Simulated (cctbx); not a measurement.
# Lattice, Laue class and space group of a new crystal

Cell: a = 5.0120 Å, b = 5.0120 Å, c = 15.4600 Å, α = 90.00°, β = 90.00°, γ = 120.00°. Expected content of the cell: Lu6 Fe14 Be4.

Simulated single-crystal data (cctbx): Mo Kα, λ = 0.71073 Å, to d = 0.7 Å, 80 % of the full sphere, strongest reflection 70000 counts, noise from counting, a 1.5 % proportional error and a noise floor of 2 counts (s.d.); no absorption.

Tests on the unmerged data give:

```text
3240 reflections to d = 0.701 A
centring   violations  <I/sigma> of those
    A       1352 of  1626     27.4
    B       1337 of  1612     27.0
    C       1371 of  1580     26.8
    I       1328 of  1604     27.3
    R       1845 of  2142     27.6
    F       2030 of  2409     27.1
Laue class    unique    Rint  (classes that these axes allow; Friedel mates merged)
P -1             1950   0.011
P 1 1 2/m        1055   0.012
P -3              691   0.014
P -3 1 m          412   0.015
P -3 m 1          455   0.014
P 6/m             368   0.015
P 6/m m m         272   0.015
space group    extra absences  I>4sigma  <I/sigma>
P 6 2 2                 0          0         -  acentric
P 63 2 2               18          0      -0.3  acentric
P 6 m m                 0          0         -  acentric
P 63 m c              267          0       0.0  acentric
P -6 m 2                0          0         -  acentric
P -6 2 m                0          0         -  acentric
P -6 2 c              267          0       0.0  acentric
P 6/m m m               0          0         -  centric
P 63/m m c            267          0       0.0  centric
Wilson B = 0.15 A^2   <|E^2-1|> = 0.856 (0.968 centric, 0.736 acentric)   E^2>4: 1.2 %
shell (A)         n   <I/sigma>
15.46 - 1.40     50     80.0
 1.40 - 1.11     35     92.2
 1.11 - 0.97     34     87.5
 0.97 - 0.88     30     98.6
 0.88 - 0.82     32     77.6
 0.82 - 0.77     33     87.2
 0.77 - 0.73     28     95.7
 0.73 - 0.70     30     74.6
```

**Question.** What are the lattice type, the Laue class and the likely space group?

Every centring test has many violations, so the lattice is primitive.

Rint stays low (0.011 to 0.015) up to P 6/m m m, the highest class in these axes.

9 settings pass the absence test. The most absences obeyed, 267, belong to P 63 m c, P -6 2 c and P 63/m m c, which absences can't tell apart.

⟨|E²−1|⟩ = 0.856 lies between the two ideal values. The Wilson B of 0.15 Å² means U ≈ 0.0019 Å².

The true group is P6_3/mmc (no. 194), Laue class 6/mmm, centrosymmetric. The tables only narrow the choice to the tied entries; cell content, site symmetry and trial solutions must settle it.

This is a model crystal, built by substitution and not relaxed, with assumed displacement parameters.

[Logs are printed without paths, hosts, clocks, repeated set-up lines and the standing remarks that a program may print on its own settings, such as how far it seeks lower states.]
